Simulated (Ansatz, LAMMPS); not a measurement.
**Relaxing amorphous Ge at 5.05 g/cm^3 (72 atoms)**

How does amorphous Ge at 5.05 g/cm^3 (72 atoms) relax, and what do bonds, charges and levels look like afterwards?

Main program and level: Ansatz 0.2.0; Kohn-Sham DFT, PBE, PAW (set soft_2), plane waves.

This is a report of a sequence of runs, with the program logs left out and the cost of each run kept.

In doubt: a hybrid on one k-point of a small cell (step 7), which bears on gaps.

## (1) The system as given

The cell holds 72 atoms: 72 Ge. Cell: a = 11.980 Å, b = 11.980 Å, c = 11.980 Å, α = 90.0°, β = 90.0°, γ = 90.0°. 72 atoms (72 Ge) placed at random at 5.05 g/cm³, melted at 3500 K for 10 ps at fixed volume with the Tersoff potential (Tersoff, Phys. Rev. B 39, 5566 (1989)). Quenched from 3500 K to 300 K at 20 K/ps and fixed volume, annealed at 800 K for 20 ps, held 5 ps, then minimised at fixed cell. The density is one point of a scan and needn't be that of the real material.

Limits known from the start: The quench rate of 20 K/ps is orders of magnitude faster than experiment, which tends to freeze in extra defects. The network of bonds at the start is that of the classical potential that made the cell. The Brillouin zone is sampled at Γ only, in a cell whose shortest periodic width is 12 Å.

## (2) Making the structure

A classical potential makes the cell, at a small fraction of what the same run would cost in DFT.

This step: classical MD, Tersoff potential (Tersoff, Phys. Rev. B 39, 5566 (1989)) (LAMMPS 22 Jul 2025 - Update 4).

in.lmp reads:

```
# melt-quench of Ge72
units metal
atom_style atomic
boundary p p p
region box block 0 11.9803 0 11.9803 0 11.9803
create_box 1 box
mass 1 72.6300   # Ge
create_atoms 1 random 72 29131 NULL overlap 2.07 maxtry 2000
pair_style tersoff
pair_coeff * * SiCGe.tersoff Ge
neigh_modify delay 0 every 1 check yes
thermo_style custom step time temp pe press density
thermo_modify norm yes
timestep 0.001
thermo 100
min_style cg
minimize 1e-4 1e-4 200 2000
reset_timestep 0
velocity all create 3500 29132 mom yes dist gaussian
fix lim all nve/limit 0.05
fix lan all langevin 3500 3500 0.1 29133 zero yes
thermo 500
run 1000 post no
unfix lim
unfix lan
thermo 1666
fix md all nvt temp 3500 3500 0.1
run 10000 post no
unfix md
thermo 16000
fix md all nvt temp 3500 300 0.1
run 160000 post no
unfix md
thermo 2500
# [... 11 lines left out ...]
thermo 2500
fix md all nvt temp 300 300 0.1
run 5000 post no
unfix md
thermo 100
min_style cg
minimize 0 1e-3 2000 20000
write_dump all custom glass.dump id type xs ys zs modify sort id
```

Launch:

```console
$ lmp -in in.lmp -log none -nocite
```

Wall time 31 s (1 thread of Arm Neoverse V1, shared host); peak memory 0.073 GiB.

## (3) Single point at the start

The forces at the start show how far the geometry lies from a minimum of this functional.

input.yaml reads:

```yaml
crystal:
  lattice:
    - [11.9803, 0.0, 0.0]
    - [0.0, 11.9803, 0.0]
    - [0.0, 0.0, 11.9803]
  atoms:
    - { symbol: Ge, position: [0.93314, 0.93217, 0.10106] }
    - { symbol: Ge, position: [0.15441, 0.70218, 0.6316] }
    - { symbol: Ge, position: [0.78433, 0.71742, 0.564] }
    - { symbol: Ge, position: [0.88504, 0.55174, 0.49021] }
    - { symbol: Ge, position: [0.27474, 0.14455, 0.59732] }
    - { symbol: Ge, position: [0.75376, 0.27635, 0.58678] }
    - { symbol: Ge, position: [0.86557, 0.22724, 0.92543] }
    - { symbol: Ge, position: [0.95204, 0.64071, 0.31065] }
[... 60 atom lines left out ...]
    - { symbol: Ge, position: [0.07749, 0.50862, 0.56987] }
    - { symbol: Ge, position: [0.92242, 0.99766, 0.41856] }
    - { symbol: Ge, position: [0.6903, 0.9385, 0.81435] }
    - { symbol: Ge, position: [0.56182, 0.21744, 0.50731] }
kpoints:
  mp_grid: { grid: [1, 1, 1] }
hamiltonian:
  xc: pbe
scf:
  occupations: { method: fermi_dirac, width: 0.025 }
output:
  forces: true
```

Launch:

```console
$ ansatz run input.yaml --threads 4 --pin off --max-ram 8192MiB --backend cpu --events-out ev --progress --plain --runs-dir out
```

Elapsed: 36 s, on 4 threads of Arm Neoverse V1, shared host; peak memory 2.6 GiB; 2.3 min of CPU time.

Numbers from this run:

| Quantity | Value |
| --- | --- |
| free energy | -309220.9019 eV |
| free energy per atom | -4294.7347 eV/atom |
| SCF cycles | 9 |
| r.m.s. force component | 0.241 eV/Å |
| longest force | 0.7524 eV/Å |
| Fermi energy | 7.776 eV |

The r.m.s. force component of 0.24 eV/Å sets the starting point.

Neighbours are counted within 2.98 Å (Ge-Ge).

Length of the force by element and coordination:

| element | coordination | atoms | mean length of the force (eV/Å) | spread | least | most |
| --- | --- | --- | --- | --- | --- | --- |
| Ge | all | 72 | 0.383 | 0.165 | 0.104 | 0.752 |
| Ge | 4 | 52 | 0.352 | 0.158 | 0.104 | 0.752 |
| Ge | 5 | 20 | 0.466 | 0.156 | 0.222 | 0.724 |

## (4) Relaxation

With the cell held, the atoms are moved downhill towards a nearby minimum.

input.yaml, as its differences from that of step 3:

```diff
@@ -15 +15,4 @@
   forces: true
+relax:
+  f_tol: 0.04
+  max_steps: 250
```

Wall time 8.7 min (4 threads); peak memory 2.7 GiB; 34 min of CPU time.

The steps of the relaxation:

| step | energy less that of the first step (eV) | largest force component (eV/Å) |
| --- | --- | --- |
| 1 | 0.0000 | 0.7380 |
| 2 | -1.0568 | 0.2726 |
| 3 | -1.3909 | 0.2190 |
| 4 | -1.5832 | 0.1686 |
| 5 | -1.7595 | 0.2188 |
| 6 | -1.9215 | 0.2301 |
| 7 | -2.0996 | 0.2063 |
| 8 | -2.2720 | 0.1805 |
| 9 | -2.4068 | 0.1623 |
| 10 | -2.4937 | 0.1145 |
| 11 | -2.5525 | 0.1675 |
| 12 | -2.6387 | 0.1715 |
| 13 | -2.7194 | 0.1953 |
| 14 | -2.8022 | 0.1441 |
| 15 | -2.8873 | 0.1374 |
| 16 | -2.9446 | 0.1247 |
| 17 | -2.9600 | 0.0530 |
| 18 | -2.9694 | 0.0510 |
| 19 | -2.9770 | 0.0354 |
| 20 | -2.9826 | 0.0269 |

The atoms that moved most (Å):

| atom | dx | dy | dz | length |
| --- | --- | --- | --- | --- |
| Ge28 | -0.422 | 0.231 | 2.236 | 2.287 |
| Ge40 | 1.043 | -0.287 | -0.572 | 1.224 |
| Ge17 | 0.631 | 0.855 | 0.460 | 1.158 |
| Ge48 | 0.690 | 0.440 | -0.321 | 0.879 |
| Ge32 | -0.385 | -0.354 | 0.484 | 0.713 |
| Ge13 | -0.503 | -0.412 | -0.222 | 0.687 |
| Ge34 | -0.322 | 0.318 | -0.483 | 0.662 |
| Ge16 | -0.394 | -0.504 | -0.146 | 0.656 |

The relaxation changed the energy by -41.4 meV/atom, and atoms moved by 0.49 Å r.m.s., 2.3 Å at most.

## (5) Structure statistics after relaxation

Bonds before and after, by the cutoffs listed below:

| pair | bonds before | bonds after | mean before (Å) | mean after (Å) | spread before (Å) | spread after (Å) |
| --- | --- | --- | --- | --- | --- | --- |
| Ge-Ge | 154 | 151 | 2.557 | 2.560 | 0.092 | 0.093 |

Density 5.05 g/cm³, 23.88 Å³ an atom.

Pair distribution function in bins of 0.2 Å:

| r (Å) | total |
| --- | --- |
| 2.40 | 1.82 |
| 2.60 | 3.96 |
| 2.80 | 0.30 |
| 3.00 | 0.06 |
| 3.20 | 0.31 |
| 3.40 | 0.36 |
| 3.60 | 0.79 |
| 3.80 | 1.47 |
| 4.00 | 1.81 |
| 4.20 | 1.45 |
| 4.40 | 1.35 |
| 4.60 | 1.08 |
| 4.80 | 0.86 |
| 5.00 | 0.52 |
| 5.20 | 0.57 |
| 5.40 | 0.82 |
| 5.60 | 0.93 |
| 5.80 | 1.06 |

Bonds by pair of elements; cutoffs follow the first minimum of g(r), held within bounds set by covalent radii, and pairs that aren't listed don't count as bonded:

| pair A-B | cutoff (Å) | bonds | mean length (Å) | spread (Å) | shortest (Å) | B about A | A about B |
| --- | --- | --- | --- | --- | --- | --- | --- |
| Ge-Ge | 3.02 | 151 | 2.56 | 0.093 | 2.42 | 4.19 | 4.19 |

How many atoms have how many bonded neighbours:

| element | mean | 3 | 4 | 5 |
| --- | --- | --- | --- | --- |
| Ge | 4.19 | 1 | 56 | 15 |

Bond angles (no mean is given where the spread exceeds 20°):

| angle | count | mean (°) | spread (°) |
| --- | --- | --- | --- |
| Ge-Ge-Ge | 489 | 108 | 17.4 |

Bond length by coordination (bonds to H left out):

| element | coordination | atoms | mean bond length (Å) |
| --- | --- | --- | --- |
| Ge | 3 | 1 | 2.65 |
| Ge | 4 | 56 | 2.54 |
| Ge | 5 | 15 | 2.62 |

Rings of the network by King's shortest-path rule, up to 12 atoms, one path for each pair of neighbours; H, halogens, alkali and alkaline-earth atoms are left out:

| ring size (atoms) | rings | per network atom |
| --- | --- | --- |
| 3 | 2 | 0.028 |
| 4 | 9 | 0.125 |
| 5 | 54 | 0.75 |
| 6 | 53 | 0.736 |
| 7 | 35 | 0.486 |
| 8 | 13 | 0.181 |

The first peak of g(r) lies near 2.5 Å. By these cutoffs 78 % of Ge atoms have 4 bonded neighbours. The Ge-Ge-Ge angle averages 108° with a spread of 17°. Bonds at Ge atoms with 4 neighbours average 2.54 Å, against 2.62 Å at those with 5. Rings of 5 atoms are the most common (33 % of those counted); sizes run from 3 to 8.

## (6) Single point at the relaxed geometry

The electronic structure is read at the final geometry, in a run of its own.

input.yaml reads:

```yaml
crystal:
  lattice:
    - [11.9803, 0.0, 0.0]
    - [0.0, 11.9803, 0.0]
    - [0.0, 0.0, 11.9803]
  atoms:
    - { symbol: Ge, position: [0.93805, 0.90295, 0.10235] }
    - { symbol: Ge, position: [0.17126, 0.70111, 0.65246] }
    - { symbol: Ge, position: [0.80484, 0.74599, 0.56165] }
    - { symbol: Ge, position: [0.8751, 0.5592, 0.50234] }
    - { symbol: Ge, position: [0.25793, 0.11381, 0.61241] }
    - { symbol: Ge, position: [0.73067, 0.27898, 0.56768] }
    - { symbol: Ge, position: [0.87975, 0.23593, 0.92204] }
    - { symbol: Ge, position: [0.95475, 0.62263, 0.31454] }
[... 60 atom lines left out ...]
    - { symbol: Ge, position: [0.07395, 0.52553, 0.57679] }
    - { symbol: Ge, position: [0.88935, 0.01645, 0.39723] }
    - { symbol: Ge, position: [0.71242, 0.93751, 0.80844] }
    - { symbol: Ge, position: [0.54341, 0.20159, 0.50775] }
kpoints:
  mp_grid: { grid: [1, 1, 1] }
hamiltonian:
  xc: pbe
scf:
  occupations: { method: fermi_dirac, width: 0.025 }
output:
  forces: true
  stress: true
  populations: true
  dos:
    method: { smearing: { sigma: 0.08 } }
    de: 0.05
    projected: { site_lists: { Ge: [Ge] } }
  eigenvalues: true
  write_density: true
  write_potential: true
  volumetric_format: npy
```

The job ended after 64 s (4 threads; peak memory 2.7 GiB; 4.2 min of CPU time).

Numbers from this run:

* free energy: -309223.8845 eV
* free energy per atom: -4294.7762 eV/atom
* SCF cycles: 14
* pressure: 0.7486 GPa
* r.m.s. force component: 0.00896 eV/Å
* longest force: 0.03491 eV/Å
* Fermi energy: 7.655 eV
* gap (highest filled to lowest empty level): 0.3306 eV
* spilling of the projection: 0.001678

The mean of these charges, 0.023 e, is only the charge that the projection spills.

Löwdin charges by element and coordination (they lack the spilled electrons, 0.023 e an atom on average):

| element | coordination | atoms | mean charge (e) | spread | least | most |
| --- | --- | --- | --- | --- | --- | --- |
| Ge | all | 72 | 0.0235 | 0.0264 | -0.0285 | 0.0909 |
| Ge | 3 | 1 | -0.0157 | 0 | -0.0157 | -0.0157 |
| Ge | 4 | 56 | 0.0286 | 0.0248 | -0.0137 | 0.0909 |
| Ge | 5 | 15 | 0.0069 | 0.0237 | -0.0285 | 0.0506 |

Density of states as counts of states in windows of 1 eV (from the Fermi level), total and the larger projections:

| from (eV) | to (eV) | total | Ge p | Ge s |
| --- | --- | --- | --- | --- |
| -14 | -13 | 0.0 | 0.0 | 0.0 |
| -13 | -12 | 2.0 | 0.1 | 1.9 |
| -12 | -11 | 12.0 | 3.0 | 9.0 |
| -11 | -10 | 23.9 | 6.9 | 16.9 |
| -10 | -9 | 16.8 | 5.0 | 11.8 |
| -9 | -8 | 25.7 | 7.9 | 17.7 |
| -8 | -7 | 20.5 | 7.4 | 13.0 |
| -7 | -6 | 17.7 | 7.9 | 9.8 |
| -6 | -5 | 17.9 | 8.7 | 9.0 |
| -5 | -4 | 10.6 | 7.0 | 3.5 |
| -4 | -3 | 27.3 | 24.7 | 2.4 |
| -3 | -2 | 42.1 | 38.4 | 3.5 |
| -2 | -1 | 49.1 | 45.3 | 3.3 |
| -1 | 0 | 22.4 | 19.7 | 2.4 |
| 0 | 1 | 22.4 | 16.5 | 5.2 |
| 1 | 2 | 32.3 | 23.3 | 7.2 |
| 2 | 3 | 37.9 | 28.1 | 6.6 |
| 3 | 4 | 42.5 | 31.8 | 5.4 |
| 4 | 5 | 43.4 | 31.7 | 3.9 |

Between -25 and -14 eV lie 720 more states.

The levels nearest the highest filled one (over half full), pooled over k-points and spins:

| level less the highest filled one (eV) | occupation |
| --- | --- |
| -0.472 | 2 |
| -0.324 | 2 |
| -0.236 | 2 |
| -0.223 | 2 |
| -0.0757 | 2 |
| 0 | 2.00 |
| 0.331 | 0.003 |
| 0.444 | 0 |
| 0.616 | 0 |
| 0.669 | 0 |
| 0.678 | 0 |
| 0.736 | 0 |

Electrostatic potential energy in the ac plane at fractional y = 0.402, with atoms of Ge within 0.2 Å of it. With pseudopotentials it is smooth inside the atoms' cores, unlike the true potential.

Ten even steps from '0' (-30 eV) to '9' (11 eV), each cell a mean:
```
4578999999987557898767899999999975
0037999999974225786212589999999730
0037999999985336884100379999999730
2368999999887778987423689999999863
8875568987667899999888899999999998
9731015886457899999999999999999999
9620004887678999999999998777899999
9853236899999999999999987446899999
9988889999999999999999987557899999
9999999999999999999999998888999999
9999999999999988999999999999999999
9999889999998643579999999999999999
9985335899997200048999998667899999
9861001589997200048999984102589999
9861001589988643578899972000379999
9985335888778888886446874112589999
8888889987667899851002688767899998
3358999998778999851001589876568886
1137999999889999974225799841014774
3358999987678999998888999730003786
8889999841014899999999999863236898
9999999730002799989999999988889999
9998889852125899999999999999999999
9998899987678889999999999899999999
```
Columns run along a (12.0 Å; values clipped at the 3rd and 97th percentile), rows up along c (12.0 Å). Atoms in or near the plane, at fractional coordinates: Ge at (0.01, 0.90), Ge at (0.58, 0.28), Ge at (0.44, 0.45), Ge at (0.14, 0.41), Ge at (0.83, 0.19), Ge at (0.77, 0.39), Ge at (0.30, 0.10), Ge at (0.12, 0.73).

Valence density in the ac plane at fractional y = 0.402, with atoms of Ge within 0.2 Å of it. It is the smooth field of the valence electrons, not physical close to the nuclei.

Ten steps, logarithmic in the rise over the least value, from '0' (0 e/Å³) to '9' (36 e/Å³), each cell a mean:
```
2211000000011111101111100000000012
8621000000012332111343210000000126
9731000000012221112475210000000137
4321000000111111001233110000000113
1112211111111100000011000000000000
0136742111221000000000000000000000
0137962111110000000000001111000000
0123421000000000000000001221000000
0001100000000000000000001121000000
0000000000000000000000001111000000
0000000000000001000000000000000000
0000000000000122210000000000000000
0011331100001378520000001111000000
0114884100001378521000012564210000
0114884110011122211000013897310000
0011221111111111111221112464210000
1111100001111000014874111111110000
2211000001110000015984110112211111
4421000000110000012332100125752112
2211000001111000001110000137862111
1100000125652100000000000013321100
0000000137973100000000000011100000
0000000114542100000000000000000000
0010000001111100000000000000000000
```
Columns run along a (12.0 Å), rows up along c (12.0 Å). Atoms in or near the plane, at fractional coordinates: Ge at (0.01, 0.90), Ge at (0.58, 0.28), Ge at (0.44, 0.45), Ge at (0.14, 0.41), Ge at (0.83, 0.19), Ge at (0.77, 0.39), Ge at (0.30, 0.10), Ge at (0.12, 0.73).

Löwdin charges run from -0.03 to +0.09 e, about a mean that is the spilled charge alone. Within 0.4 eV of the Fermi level the largest share is Ge p (82 % of the projected weight).

Local excerpt of 13 atoms (numbers count through the whole input) about Ge53, whose charge lies farthest from its element's mean; x, y, z are measured from there.

| atom | x | y | z | distance (Å) | bonds | Löwdin charge (e) |
| --- | --- | --- | --- | --- | --- | --- |
| Ge53 | 0.00 | 0.00 | 0.00 | 0.00 | 4 | 0.09 |
| Ge38 | -0.03 | 2.50 | 0.46 | 2.54 | 4 | 0.02 |
| Ge25 | 1.49 | -1.10 | 1.75 | 2.55 | 5 | -0.02 |
| Ge35 | -2.12 | -0.77 | 1.26 | 2.59 | 5 | 0.02 |
| Ge62 | -0.19 | -0.80 | -2.47 | 2.60 | 5 | 0.01 |
| Ge20 | 3.13 | -0.89 | -0.33 | 3.27 | 4 | 0.01 |
| Ge10 | -0.58 | -2.78 | 1.70 | 3.31 | 4 | 0.07 |
| Ge57 | 2.23 | 0.34 | -2.46 | 3.33 | 4 | 0.09 |
| Ge44 | -3.53 | -0.34 | -1.00 | 3.68 | 5 | 0.02 |
| Ge29 | 1.24 | 0.75 | 3.59 | 3.87 | 4 | 0.02 |
| Ge45 | -2.37 | 0.25 | -3.09 | 3.91 | 4 | 0.04 |
| Ge24 | -0.92 | -3.21 | -2.12 | 3.96 | 4 | 0.04 |
| Ge21 | -2.41 | 3.21 | 0.15 | 4.02 | 4 | -0.01 |

## (7) Functional HSE06

HSE06 mixes in a quarter of exact exchange at short range, which counters self-interaction, at a higher cost.

This step: Kohn-Sham DFT, HSE06, PAW (set soft_2), plane waves (Ansatz 0.2.0).

input.yaml, as its differences from that of step 6:

```diff
@@ -10,3 +10,3 @@
 hamiltonian:
-  xc: pbe
+  xc: hse06
 scf:
@@ -22,4 +22 @@
   eigenvalues: true
-  write_density: true
-  write_potential: true
-  volumetric_format: npy
```

Wall time 18 min (4 threads); peak memory 6 GiB; 70 min of CPU time.

The program notes that the band table was not solved further than the SCF left it, the gap may close elsewhere in the zone, the exchange threshold is loose for the stress and the SCF threshold is loose for the stress. Further notices: product built on unsolved table.

Geometry and reference: those of the single point at the relaxed geometry.

Forces differ from those of the single point at the relaxed geometry by 73 meV/Å r.m.s.; the pressure by -2.3 GPa and the gap by +0.21 eV. It took roughly 17 times the reference's time (one timing each, with unlike analyses asked), in 37 cycles against 14.

The run gave:

* free energy: -309282.3970 eV
* free energy per atom: -4295.5888 eV/atom
* SCF cycles: 37
* pressure: -1.6 GPa
* r.m.s. force component: 0.07303 eV/Å
* longest force: 0.2983 eV/Å
* Fermi energy: 7.591 eV
* gap (highest filled to lowest empty level): 0.5441 eV
* spilling of the projection: 0.001762

(Part 1 of 2 ends here.)

[Long decimals in the printed logs are rounded to 6 places.]

[Logs are printed without paths, hosts, clocks, repeated set-up lines and the standing remarks that a program may print on its own settings, such as how far it seeks lower states.]

[Hosts, paths, dates, database ids (printed as entryN), source tags and the programs' standing remarks are cut or masked in the printed files.]

[A walk said to have stopped at its limit may instead have ended on an SCF cycle that didn't converge.]
